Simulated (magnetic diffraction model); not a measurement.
# Magnetic neutron pattern of BaMnCl6

Space group R-3 (no. 148), a = 6.6550 Å, c = 17.9170 Å.

| site | atom | x | y | z |
| --- | --- | --- | --- | --- |
| 3b | Ba | 1/3 | 2/3 | 1/6 |
| 3a | Mn | 0 | 0 | 0 |
| 18f | Cl | 0.2903 | 0.3147 | 0.0779 |

The compound is invented for this exercise: a known structure type with other elements, its cell scaled to their sizes and not relaxed.

Only Mn is taken to order (form factors of Mn4+); orders and moment sizes are assumed, and not adapted to the symmetry. Radiation: neutrons of λ = 1.909 Å, 3° to 55°; isotropic B of 0.34 Å² (Ba), 0.49 Å² (Mn) and 0.51 Å² (Cl). The intensities are simulated: I ∝ L Σ (|F_N|² + |F_M⊥|²) for unpolarised neutrons, with F_M = 2.695 fm/μB × Σ f(s) S exp(2πi Q·r) exp(−B s²) at Q = H ± k (one set where k and −k are equivalent), only the part normal to Q counting and L = 1/(sin²θ cos θ). For collinear order S is the moment m, which repeats by lattice and centring translations R with the sign exp(−2πi k·R). Form factors are spin-only for 3d ions and dipole or tabulated for f ions, scattering lengths are Sears's of 1992, and absorption is left out. A label names one of the reflections at its angle. The strongest nuclear line in the range is 100, and lines under 0.2 are left out.

Assume the order k = (1/2 0 1/2), collinear moments along [001], 2.34 μB on Mn.

Q: Where does magnetic intensity appear, and how strong is it?

```
2θ (°)         index  nuclear  magnetic
  9.98   (1/2 0 1/2)      0.0       3.5
 18.05  (1/2 0 -5/2)      0.0       0.3
 18.39       (0 0 3)      0.2       0.0
 18.90  (1/2 -1 3/2)      0.0       1.5
 20.04       (1 0 1)      1.8       0.0
 22.71       (0 1 2)      4.0       0.0
 25.50  (1/2 1 -1/2)      0.0       1.0
 29.71   (1/2 1 5/2)      0.0       0.5
 30.25   (3/2 0 3/2)      0.0       0.6
 31.32       (1 0 4)      0.7       0.0
 33.34       (1 1 0)     18.7       0.0
 33.44  (1/2 1 -7/2)      0.0       0.3
 34.88  (3/2 -2 1/2)      0.0       0.5
 36.56       (0 1 5)      3.0       0.0
 37.28       (0 0 6)     22.8       0.0
 38.16  (1/2 -2 5/2)      0.0       0.3
 38.34       (1 1 3)    100.0       0.0
 39.20       (0 2 1)      4.2       0.0
 40.72       (2 0 2)      3.6       0.0
 41.22  (3/2 -2 7/2)      0.0       0.2
 42.44   (3/2 1 1/2)      0.0       0.3
 45.63   (1/2 2 3/2)      0.0       0.4
 46.39       (0 2 4)      3.6       0.0
 48.16       (1 0 7)      2.8       0.0
 50.31       (2 0 5)      0.6       0.0
 50.87       (1 1 6)     22.6       0.0
 52.39       (2 1 1)     10.4       0.0
 53.61       (1 2 2)      1.5       0.0
 54.42       (0 1 8)      0.4       0.0
```

The strongest magnetic line in the range is (1/2 0 1/2) at 9.98° (3.5). On top of the Lorentz factor, which all lines share, magnetic lines fade with angle because f falls: for Mn4+ it is 0.92, 0.73, 0.50 and 0.17 at sin θ/λ = 0.1, 0.2, 0.3 and 0.5 Å⁻¹, while nuclear lengths stay constant. The order has no net moment.

[Logs are printed without paths, hosts, clocks, repeated set-up lines and the standing remarks that a program may print on its own settings, such as how far it seeks lower states.]
